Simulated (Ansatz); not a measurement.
**How the smearing shapes the phonons of Tl (P6_3/mmc)**

Does Tl (P6_3/mmc) have a Kohn anomaly or a soft branch that a wide smearing hides? The first relaxation steps of the session are not shown, so no cell shown is the starting entry, unless a step says so.

Calculated with Ansatz 0.2.0; DFT PBE, scalar-relativistic, plane waves, PAW.

### Step 1. The cell after earlier relaxation steps

Symmetry: P6_3/mmc, No. 194, hexagonal system. The conventional cell has a = 3.567 Å, b = 3.567 Å, c = 5.682 Å, α = 90.00°, β = 90.00°, γ = 120.00°. Nearest to Tl lie 12 Tl at 3.51 to 3.57 Å.

### Step 2. Tight relaxation

Residual forces and stress shift phonon frequencies, so the cell is relaxed again, with tight thresholds and the mesh and smearing of this input. Earlier relaxation steps are not shown.

input.yaml

```yaml
crystal:
  lattice:
    - [3.5667937653, 0.0, 0.0]
    - [-1.7833968826, 3.0889340108, 0.0]
    - [0.0, 0.0, 5.6819085225]
  atoms:
    - { symbol: Tl, position: [0.3333333333, 0.6666666667, 0.25] }
    - { symbol: Tl, position: [0.6666666667, 0.3333333333, 0.75] }
kpoints:
  mp_grid: { grid: [9, 9, 6] }
hamiltonian:
  xc: pbe
scf:
  occupations: { method: methfessel_paxton, width: 0.2 }
output:
  forces: true
  stress: true
  eigenvalues: true
relax:
  adjacent_minimum: "off"
  f_tol: 0.001
  max_steps: 60
  cell: { stress_tol: 0.01 }
```

The run is started by

```sh
> ansatz run input.yaml --threads 4 --pin off --max-ram 8192MiB --backend cpu --events-out ev --progress --plain --runs-dir out
```

Numbers of over 12 decimals in the logs are rounded to 6 here.

What it wrote:

```text
[the first part of the log is left out]
  E_hartree    = 684.328818
  E_xc         = -461.037374
  E_vxc        = -283.648213  (∫ρ·V_xc dr)
  E_paw        = -20327.946145  (= ΣΔE_a)
  E_vpaw       = -544.929242  (= ΣTr[D̂ρ^β])
  E_aug_tail   = 0.000066  (compensation charges beyond the density's cutoff)
  E_ewald      = -2229.729459
  E_smearing   = 0.002258  (= −TS)
  E_closure    = 0.000000  (closes the sum)
  Σ components = -22888.319254   (vs F -22888.319254, Δ=0.00e0)
--- Forces (eV/Å), atoms counted from 1 ---
  atom   1  Tl    -0.00000000    -0.00000000     0.00000000
  atom   2  Tl     0.00000000     0.00000000     0.00000000
  max |Σ_I F_I| component: 6.94e-18 eV/Å
--- Stress (GPa, compression-positive) ---
       -0.007010       0.000000       0.000000
        0.000000      -0.007010       0.000000
        0.000000       0.000000      -0.006448
  P = ⅓ Tr σ = -0.0068 GPa (-0.068 kbar)
--- Band table (eV; the first three rows and the last of 48) ---
  k-point 0: bands = ["-2.4640", "-2.3024", "-2.2973", "-2.2973", "-2.2555", "-2.2555", "-2.2091", "-2.2091", "-1.9324", "-1.9324", "-0.2766", "4.0908", "6.7128", "16.4905", "16.4905", "18.3954", "18.3954"]
  k-point 1: bands = ["-2.4494", "-2.3182", "-2.3182", "-2.3064", "-2.2683", "-2.2683", "-2.1667", "-2.1667", "-1.9409", "-1.9409", "-0.1347", "3.2769", "7.8126", "16.6048", "16.6048", "17.7001", "18.2665"]
  k-point 2: bands = ["-2.4111", "-2.3341", "-2.3341", "-2.3252", "-2.2977", "-2.2977", "-2.0924", "-2.0924", "-1.9696", "-1.9696", "0.3005", "2.0609", "9.8831", "14.9799", "16.9296", "16.9296", "17.9009"]
  k-point 47: bands = ["-2.4235", "-2.4235", "-2.2417", "-2.2417", "-2.1534", "-2.1534", "-2.1300", "-2.1300", "-1.9232", "-1.9232", "4.9363", "4.9363", "8.4077", "8.4077", "9.4582", "9.4582", "16.3602"]
--- Relaxed structure (3 steps of the walk, 3 accepted, 1 SCFs on fresh bases) ---
  F+E_penalty+E_count = -22888.31925448 eV   max|allowed force component| = 4.626e-17 eV/Å   (the final SCF, on the basis selected at the relaxed cell)
  cell:  # Å, volume = 62.6186 Å³
    - [3.570696, -2.88991474115152e-11, 0.0]
    - [-1.785348, 3.092313, 0.0]
    - [0.0, 0.0, 5.671093]
  atoms:
    - { symbol: Tl, position: [0.333333, 0.666667, 0.250000] }
    - { symbol: Tl, position: [0.666667, 0.333333, 0.750000] }
```

It took 2.2 s on 4 threads of Arm Neoverse V2, shared host; peak memory 0.36 GiB; 7.7 s of CPU time.

Relaxation path:

| step | energy less that of the first step (eV) | largest force component (eV/Å) | pressure (GPa) | volume (Å³) |
| --- | --- | --- | --- | --- |
| 1 | 0.0000 | 0.0000 | -0.01 | 62.60 |
| 2 | 0.0000 | 0.0000 | 0.00 | 62.59 |
| 3 | 0.0000 | 0.0000 | -0.01 | 62.62 |
| 4 | 0.0000 | 0.0000 | -0.01 | 62.62 |

The log counts 1 steps on a newly chosen plane-wave basis, not all of them marked here; energy and pressure can jump at such steps.

| conventional cell, symmetrised | before | after | change |
| --- | --- | --- | --- |
| a (Å) | 3.567 | 3.571 | +0.1 % |
| b (Å) | 3.567 | 3.571 | +0.1 % |
| c (Å) | 5.682 | 5.671 | -0.2 % |
| volume (Å³/atom) | 31.30 | 31.31 | +0.0 % |

Final coordinates:

```xyz
2
Lattice="3.5707 0.0000 0.0000 -1.7853 3.0923 0.0000 0.0000 0.0000 5.6711" Properties=species:S:1:pos:R:3 pbc="T T T"
Tl    0.0000    2.0615    1.4178
Tl    1.7853    1.0308    4.2533
```

Numbers from this step:

* pressure: -0.006823 GPa
* volume per atom: 31.31 Å³
* metallic on mesh: yes
* gap on the k-mesh: 0 eV

The largest force is now zero by symmetry and the largest stress component 0.0070 GPa, small enough for phonons.

### Step 3. Phonons along a line: Fermi–Dirac smearing of 0.1 eV

Each wavevector is solved by itself, so no interpolation smooths a dip of the branch.

input.yaml

```yaml
crystal:
  lattice:
    - [3.5706959507, 0.0, 0.0]
    - [-1.7853479753, 3.0923134025, 0.0]
    - [0.0, 0.0, 5.6710932637]
  atoms:
    - { symbol: Tl, position: [0.3333333333, 0.6666666667, 0.25] }
    - { symbol: Tl, position: [0.6666666667, 0.3333333333, 0.75] }
kpoints:
  mp_grid: { grid: [18, 18, 10] }
hamiltonian:
  xc: pbe
scf:
  occupations: { method: fermi_dirac, width: 0.1 }
output:
  eigenvalues: true
phonons:
  method: dfpt
  qpoints:
    - [0, 0, 0]
    - [0.166666667, 0.0, 0.0]
    - [0.333333333, 0.0, 0.0]
    - [0.5, 0.0, 0.0]
```

What it wrote:

```text
The run solves and reports these wavevectors of phonons.qpoints, in the list's order, at another value: [0.166666667, 0.0, 0.0] as [0.166667, 0.0, 0.0], [0.333333333, 0.0, 0.0] as [0.333333, 0.0, 0.0].
[...]
Crystal: 2 atoms, lattice volume = 62.619 Å³
Basis set: ecut = 420 eV, 1213 PW (Γ), exchange–correlation on 48×48×80 points (8 copies of the dense FFT grid, shifted against one another)
Bands: 17, of which v1, the nominal top of the filled ones, is band 13 counted from 1 (12 counted from 0)
Symmetry: 24 space group operations
k-points: 222 of 3240
[...]
SCF iter   1: F=—  HF=-22888.321664 eV  |F-HF|=—  |Δ(HF+E_count)|=         —  Δρ=5.96e-4  dr2=2.16e-4  ethr=1.77e-3  ⟨swp⟩=5.9  Hψ=18299  notcnv=0
[...]
SCF iter   9: F=-22888.320041 eV  HF=-22888.320041 eV  |F-HF|=1.09e-11  |Δ(HF+E_count)|=  3.64e-12  Δρ=2.28e-8  dr2=2.37e-13  ethr=1.00e-12  ⟨swp⟩=5.1  Hψ=16505  notcnv=0
SCF 1 converged in 9 iterations: F = -22888.320041 eV  dr2 = 2.37e-13
[...]
NSCF: frozen V_eff on 222 k-points
WARN: eigensolver did not converge in 4 slots of this pass, the one above among them; of largest residual over every band (k=13): 1 band(s) unlocked (lowest unlocked band 16, counted from 0; max residual 6.08e-5 eV among the unlocked bands, 6.08e-5 eV over every band); of lowest unlocked band (k=1): band 16
[...]
DFPT response loops at q = (0, 0, 0) (fractional): preconditioner auto → Kerker (q_TF=auto, 2.357 Å⁻¹) (partly filled bands, converged f_vac=0.000); β = 1.00, the filter's whole step (`scf.mixing.beta` (0.50) is not read by the response loops under this deck's `scf.mixing.preconditioner`; to damp them name `kerker` or `kerker_dos`, under which they read `scf.mixing.beta`, and type it under 1.00, their step now; both keys bind the ground state too); Broyden in place of MSR1
[...]
SCF converged after 9 iterations
Free energy (F): -22888.320041 eV
[...]
Internal energy: -22888.289265 eV  (E = F + TS)
E sigma→0 (E₀):  -22888.304653 eV
Entropy (-TS):   -0.030776 eV (-15.388 meV/atom)
Fermi energy:    9.203685 eV
[...]
--- Band table (eV; the first three rows and the last of 222) ---
  k-point 0: bands = [... 9 lower, -1.9327, -0.2764, 4.0908, 6.7111, 16.4907, 16.4907, 18.3969, 18.3969]
  k-point 1: bands = [... 9 lower, -1.9356, -0.2256, 3.7344, 7.1704, 16.5322, 16.5322, 18.3503, 18.3503]
  k-point 2: bands = [... 9 lower, -1.9449, -0.0715, 3.0296, 8.1837, 16.6545, 16.6545, 17.1704, 18.2118]
  k-point 221: bands = [... 9 lower, -1.9240, 4.9366, 4.9366, 8.4076, 8.4076, 9.4598, 9.4598, 16.3594]
--- Phonons (Γ-DFPT): 2 representative perturbations + reference (Σ response iterations 5) ---
  ASR residual: 2.877e-4 → 0.000e0 eV/Å²; symmetrization residual: 2.031e-10 eV/Å²
  ASR residual per site (eV/Å²): 2.88e-4 2.88e-4
  Γ frequencies (cm⁻¹): 0.00 0.00 0.00 28.14 28.14 77.59
  non-analytic LO–TO correction: not included (Born effective charges unavailable; polar crystals: no LO–TO splitting at Γ)
--- Phonons (arbitrary-q DFPT): 4 explicit q-points ---
  q = [0, 0, 0] (of the zone-centre solve; hermiticity 8.96e-11, symmetrization 4.50e-11): -0.00 -0.00 0.00 28.14 28.14 77.59
  q = [0.166667, 0, 0] (2 solved perturbations in 2970 linear systems a pass and spin channel, the states on 1944 of 3240 k-point pairs; hermiticity 9.63e-6, symmetrization 5.40e-12): 9.41 14.93 29.24 32.21 41.41 72.46
[...]
sum rule: each row above includes the acoustic sum rule's correction from the zone centre's row sums; it moved no ω² by more than (0.62 cm⁻¹)²
```

Wall time 2.5 min (4 threads); peak memory 4.2 GiB.

Each wavevector solved by linear response. Table of frequency by |q| along the line:

| \|q\| along the line (Å⁻¹) | mode 1 (cm⁻¹) | mode 2 (cm⁻¹) | mode 3 (cm⁻¹) | mode 4 (cm⁻¹) | mode 5 (cm⁻¹) | mode 6 (cm⁻¹) |
| --- | --- | --- | --- | --- | --- | --- |
| 0.000 | 0 | 0 | 0 | 28.1 | 28.1 | 77.6 |
| 0.339 | 9.41 | 14.9 | 29.2 | 32.2 | 41.4 | 72.5 |
| 0.677 | 17.6 | 25.4 | 38.7 | 50.4 | 57.6 | 62.1 |
| 1.016 | 22.1 | 33.9 | 40.1 | 55.2 | 61.0 | 63.2 |

### Step 4. Phonons along a line: Fermi–Dirac smearing of 0.25 eV

The smearing blurs the Fermi surface that screens the phonons; a Fermi–Dirac width is an electronic temperature.

input.yaml, as its differences from that of step 3:

```diff
@@ -13,3 +13,3 @@
 scf:
-  occupations: { method: fermi_dirac, width: 0.1 }
+  occupations: { method: fermi_dirac, width: 0.25 }
 output:
```

Wider smearing eases the sum over k-points of a metal but moves the result away from its zero-temperature value.

What it wrote:

```text
band count auto-derived: 18 (N_el = 26.0; filled up to band 13; 17 by the electrons, moments and atoms)
[...]
Crystal: 2 atoms, lattice volume = 62.619 Å³
Basis set: ecut = 420 eV, 1213 PW (Γ), exchange–correlation on 48×48×80 points (8 copies of the dense FFT grid, shifted against one another)
Bands: 18, of which v1, the nominal top of the filled ones, is band 13 counted from 1 (12 counted from 0)
Symmetry: 24 space group operations
k-points: 222 of 3240
[...]
SCF iter   1: F=—  HF=-22888.407274 eV  |F-HF|=—  |Δ(HF+E_count)|=         —  Δρ=5.33e-4  dr2=1.20e-4  ethr=1.77e-3  ⟨swp⟩=5.2  Hψ=17544  notcnv=0
[...]
SCF iter   8: F=-22888.406027 eV  HF=-22888.406027 eV  |F-HF|=7.28e-12  |Δ(HF+E_count)|=  3.27e-11  Δρ=8.48e-8  dr2=4.98e-12  ethr=1.00e-12  ⟨swp⟩=3.6  Hψ=17929  notcnv=0
SCF 1 converged in 8 iterations: F = -22888.406027 eV  dr2 = 4.98e-12
[...]
SCF converged after 8 iterations
Free energy (F): -22888.406027 eV
[...]
Internal energy: -22888.193772 eV  (E = F + TS)
E sigma→0 (E₀):  -22888.299899 eV
Entropy (-TS):   -0.212255 eV (-106.127 meV/atom)
Fermi energy:    9.223297 eV
[...]
--- Band table (eV; the first three rows and the last of 222) ---
  k-point 0: bands = [... 9 lower, -1.9305, -0.2755, 4.0916, 6.7106, 16.4914, 16.4914, 18.3985, 18.3985, ... 1 higher]
  k-point 1: bands = [... 9 lower, -1.9334, -0.2247, 3.7351, 7.1701, 16.5330, 16.5330, 18.3519, 18.3519, ... 1 higher]
  k-point 2: bands = [... 9 lower, -1.9426, -0.0707, 3.0302, 8.1836, 16.6553, 16.6553, 17.1704, 18.2134, ... 1 higher]
  k-point 221: bands = [... 9 lower, -1.9222, 4.9377, 4.9377, 8.4082, 8.4082, 9.4614, 9.4614, 16.3594, ... 1 higher]
[...]
ASR residual: 2.290e-4 → 0.000e0 eV/Å²; symmetrization residual: 2.034e-10 eV/Å²
  ASR residual per site (eV/Å²): 2.29e-4 2.29e-4
  Γ frequencies (cm⁻¹): 0.00 0.00 0.00 27.02 27.02 76.32
[...]
--- Phonons (arbitrary-q DFPT): 4 explicit q-points ---
[...]
```

The job ended after 2.6 min (4 threads; peak memory 4.4 GiB).

Each wavevector solved by linear response. The frequency by |q| along the line:

| \|q\| along the line (Å⁻¹) | mode 1 (cm⁻¹) | mode 2 (cm⁻¹) | mode 3 (cm⁻¹) | mode 4 (cm⁻¹) | mode 5 (cm⁻¹) | mode 6 (cm⁻¹) |
| --- | --- | --- | --- | --- | --- | --- |
| 0.000 | 0 | 0 | 0 | 27.0 | 27.0 | 76.3 |
| 0.339 | 8.98 | 13.3 | 28.5 | 31.4 | 40.6 | 71.4 |
| 0.677 | 17.3 | 25.3 | 38.0 | 49.3 | 57.3 | 61.1 |
| 1.016 | 21.4 | 33.6 | 40.6 | 54.4 | 59.9 | 63.8 |

Against step 3 (now smearing width 0.25 eV), the free energy moves by -43.0 meV an atom.

### Step 5. Wavevectors along a line: Fermi–Dirac smearing of 0.04 eV

The smearing blurs the Fermi surface that screens the phonons; a Fermi–Dirac width is an electronic temperature.

input.yaml, as its differences from that of step 4:

```diff
@@ -13,3 +13,3 @@
 scf:
-  occupations: { method: fermi_dirac, width: 0.25 }
+  occupations: { method: fermi_dirac, width: 0.04 }
 output:
```

Narrower smearing comes nearer the zero-temperature value but asks more of the mesh.

What it wrote:

```text
[...]
Crystal: 2 atoms, lattice volume = 62.619 Å³
Basis set: ecut = 420 eV, 1213 PW (Γ), exchange–correlation on 48×48×80 points (8 copies of the dense FFT grid, shifted against one another)
Bands: 17, of which v1, the nominal top of the filled ones, is band 13 counted from 1 (12 counted from 0)
Symmetry: 24 space group operations
k-points: 222 of 3240
[...]
SCF iter   1: F=—  HF=-22888.308947 eV  |F-HF|=—  |Δ(HF+E_count)|=         —  Δρ=6.49e-4  dr2=2.92e-4  ethr=1.77e-3  ⟨swp⟩=6.1  Hψ=18620  notcnv=0
[...]
SCF iter   9: F=-22888.307376 eV  HF=-22888.307376 eV  |F-HF|=1.09e-11  |Δ(HF+E_count)|=  7.28e-12  Δρ=2.06e-8  dr2=1.90e-13  ethr=1.00e-12  ⟨swp⟩=5.4  Hψ=16634  notcnv=0
SCF 1 converged in 9 iterations: F = -22888.307376 eV  dr2 = 1.90e-13
[...]
SCF converged after 9 iterations
Free energy (F): -22888.307376 eV
[...]
Internal energy: -22888.302890 eV  (E = F + TS)
E sigma→0 (E₀):  -22888.305133 eV
Entropy (-TS):   -0.004486 eV (-2.243 meV/atom)
Fermi energy:    9.190210 eV
[...]
--- Band table (eV; the first three rows and the last of 222) ---
  k-point 0: bands = [... 9 lower, -1.9320, -0.2763, 4.0910, 6.7119, 16.4908, 16.4908, 18.3965, 18.3965]
  k-point 1: bands = [... 9 lower, -1.9349, -0.2255, 3.7347, 7.1711, 16.5323, 16.5323, 18.3499, 18.3499]
  k-point 2: bands = [... 9 lower, -1.9443, -0.0713, 3.0300, 8.1844, 16.6545, 16.6545, 17.1711, 18.2115]
  k-point 221: bands = [... 9 lower, -1.9232, 4.9367, 4.9367, 8.4078, 8.4078, 9.4593, 9.4593, 16.3599]
[...]
ASR residual: 3.269e-4 → 0.000e0 eV/Å²; symmetrization residual: 2.025e-10 eV/Å²
  ASR residual per site (eV/Å²): 3.27e-4 3.27e-4
  Γ frequencies (cm⁻¹): 0.00 0.00 0.00 30.18 30.18 78.11
[...]
--- Phonons (arbitrary-q DFPT): 4 explicit q-points ---
[...]
```

Elapsed: 2.4 min, on 4 threads; peak memory 4.2 GiB; 9.4 min of CPU time.

Each wavevector solved by linear response. Frequency against |q| along the line:

| \|q\| along the line (Å⁻¹) | mode 1 (cm⁻¹) | mode 2 (cm⁻¹) | mode 3 (cm⁻¹) | mode 4 (cm⁻¹) | mode 5 (cm⁻¹) | mode 6 (cm⁻¹) |
| --- | --- | --- | --- | --- | --- | --- |
| 0.000 | 0 | 0 | 0 | 30.2 | 30.2 | 78.1 |
| 0.339 | 9.73 | 15.7 | 29.8 | 32.5 | 41.2 | 73.2 |
| 0.677 | 18.1 | 26.1 | 39.3 | 51.0 | 57.9 | 62.9 |
| 1.016 | 21.9 | 34.5 | 41.3 | 55.7 | 61.0 | 62.3 |

Against step 3 (now smearing width 0.04 eV), the free energy moves by +6.3 meV an atom.

### Step 6. Wavevectors along a line: Methfessel–Paxton smearing of 0.2 eV

The smearing blurs the Fermi surface that screens the phonons; a Methfessel–Paxton width blurs it less than a thermal one.

input.yaml, as its differences from that of step 5:

```diff
@@ -13,3 +13,3 @@
 scf:
-  occupations: { method: fermi_dirac, width: 0.04 }
+  occupations: { method: methfessel_paxton, width: 0.2 }
 output:
```

What it wrote:

```text
[...]
Crystal: 2 atoms, lattice volume = 62.619 Å³
Basis set: ecut = 420 eV, 1213 PW (Γ), exchange–correlation on 48×48×80 points (8 copies of the dense FFT grid, shifted against one another)
Bands: 17, of which v1, the nominal top of the filled ones, is band 13 counted from 1 (12 counted from 0)
Symmetry: 24 space group operations
k-points: 222 of 3240
[...]
SCF iter   1: F=—  HF=-22888.305948 eV  |F-HF|=—  |Δ(HF+E_count)|=         —  Δρ=6.52e-4  dr2=2.99e-4  ethr=1.77e-3  ⟨swp⟩=5.4  Hψ=16958  notcnv=0
[...]
SCF iter   9: F=-22888.304751 eV  HF=-22888.304751 eV  |F-HF|=3.64e-12  |Δ(HF+E_count)|=    0.00e0  S|Δr|=    0.00e0  Δρ=1.56e-8  dr2=9.06e-14  ethr=1.00e-12  ⟨swp⟩=5.4  Hψ=16729  notcnv=0
SCF 1 converged in 9 iterations: F = -22888.304751 eV  dr2 = 9.06e-14
[...]
SCF converged after 9 iterations
Stability not checked: this state was not tested for a lower state beside it, because cold or Methfessel-Paxton smearing, or corrected tetrahedra, fill the levels in a way that the test cannot read (fill_not_monotonic; see scf.lower_state_search)
Free energy (F): -22888.304751 eV
[...]
Internal energy: -22888.304752 eV  (E = F + TS)
E sigma→0 (E₀):  -22888.304751 eV
Entropy (-TS):   0.000001 eV (0.001 meV/atom)
Fermi energy:    9.191155 eV
[...]
--- Band table (eV; the first three rows and the last of 222) ---
  k-point 0: bands = [... 9 lower, -1.9322, -0.2764, 4.0910, 6.7119, 16.4907, 16.4907, 18.3964, 18.3964]
  k-point 1: bands = [... 9 lower, -1.9351, -0.2255, 3.7347, 7.1711, 16.5322, 16.5322, 18.3498, 18.3498]
  k-point 2: bands = [... 9 lower, -1.9445, -0.0714, 3.0300, 8.1844, 16.6545, 16.6545, 17.1711, 18.2114]
  k-point 221: bands = [... 9 lower, -1.9234, 4.9366, 4.9366, 8.4077, 8.4077, 9.4592, 9.4592, 16.3598]
[...]
ASR residual: 2.846e-4 → 0.000e0 eV/Å²; symmetrization residual: 2.027e-10 eV/Å²
  ASR residual per site (eV/Å²): 2.85e-4 2.85e-4
  Γ frequencies (cm⁻¹): 0.00 0.00 0.00 28.46 28.46 78.19
[...]
--- Phonons (arbitrary-q DFPT): 4 explicit q-points ---
[...]
```

Wall time 2.5 min (4 threads); peak memory 4.3 GiB; 9.7 min of CPU time.

Each wavevector solved by linear response. The frequency by |q| along the line:

| \|q\| along the line (Å⁻¹) | mode 1 (cm⁻¹) | mode 2 (cm⁻¹) | mode 3 (cm⁻¹) | mode 4 (cm⁻¹) | mode 5 (cm⁻¹) | mode 6 (cm⁻¹) |
| --- | --- | --- | --- | --- | --- | --- |
| 0.000 | 0 | 0 | 0 | 28.5 | 28.5 | 78.2 |
| 0.339 | 9.43 | 15.6 | 29.5 | 32.1 | 41.1 | 73.0 |
| 0.677 | 18.1 | 25.9 | 39.1 | 50.7 | 57.5 | 62.8 |
| 1.016 | 22.3 | 34.4 | 40.5 | 55.6 | 61.1 | 62.4 |

Against step 3 (now occupations Methfessel-Paxton and smearing width 0.2 eV), the free energy moves by +7.6 meV an atom.

### Step 7. The lowest branch at each setting

Table of lowest frequency by |q| along the line:

| \|q\| along the line (Å⁻¹) | fermi dirac 0.1 eV, k 18x18x10 (cm⁻¹) | fermi dirac 0.25 eV, k 18x18x10 (cm⁻¹) | fermi dirac 0.04 eV, k 18x18x10 (cm⁻¹) | methfessel paxton 0.2 eV, k 18x18x10 (cm⁻¹) |
| --- | --- | --- | --- | --- |
| 0.000 | 0 | 0 | 0 | 0 |
| 0.339 | 9.41 | 8.98 | 9.73 | 9.43 |
| 0.677 | 17.6 | 17.3 | 18.1 | 18.1 |
| 1.016 | 22.1 | 21.4 | 21.9 | 22.3 |

### Step 8. Summary of results

- phonon run of the rows without a label of their own: PBE, k 18×18×10
- lowest branch at the last solved point, Fermi–Dirac 0.1 eV: 22.1 cm⁻¹ at |q| = 1.02 Å⁻¹
- lowest branch at the last solved point, Fermi–Dirac 0.25 eV: 21.4 cm⁻¹ at |q| = 1.02 Å⁻¹
- lowest branch at the last solved point, Fermi–Dirac 0.04 eV: 21.9 cm⁻¹ at |q| = 1.02 Å⁻¹
- lowest branch at the last solved point, Methfessel–Paxton 0.2 eV: 22.3 cm⁻¹ at |q| = 1.02 Å⁻¹

What this shows: No branch softens by more than 4 % of the top frequency as the smearing narrows, so no anomaly that hangs on the smearing shows at these points. The line holds 4 wavevectors, so a narrow dip between them would be missed. Between Fermi–Dirac 0.25 eV and Fermi–Dirac 0.04 eV the largest change, with modes counted by rank of frequency, is in mode 4 at |q| = 0 Å⁻¹, from 27.0 to 30.2 cm⁻¹. Where branches cross, a count by rank can hide a softening. At the narrowest width the k mesh may not resolve the Fermi surface, so part of the change can be mesh noise. Spin–orbit coupling, left out here, matters for Tl.

[Logs are printed without paths, hosts, clocks, repeated set-up lines and the standing remarks that a program may print on its own settings, such as how far it seeks lower states.]

[Hosts, paths, dates, database ids (printed as entryN), source tags and the programs' standing remarks are cut or masked in the printed files.]
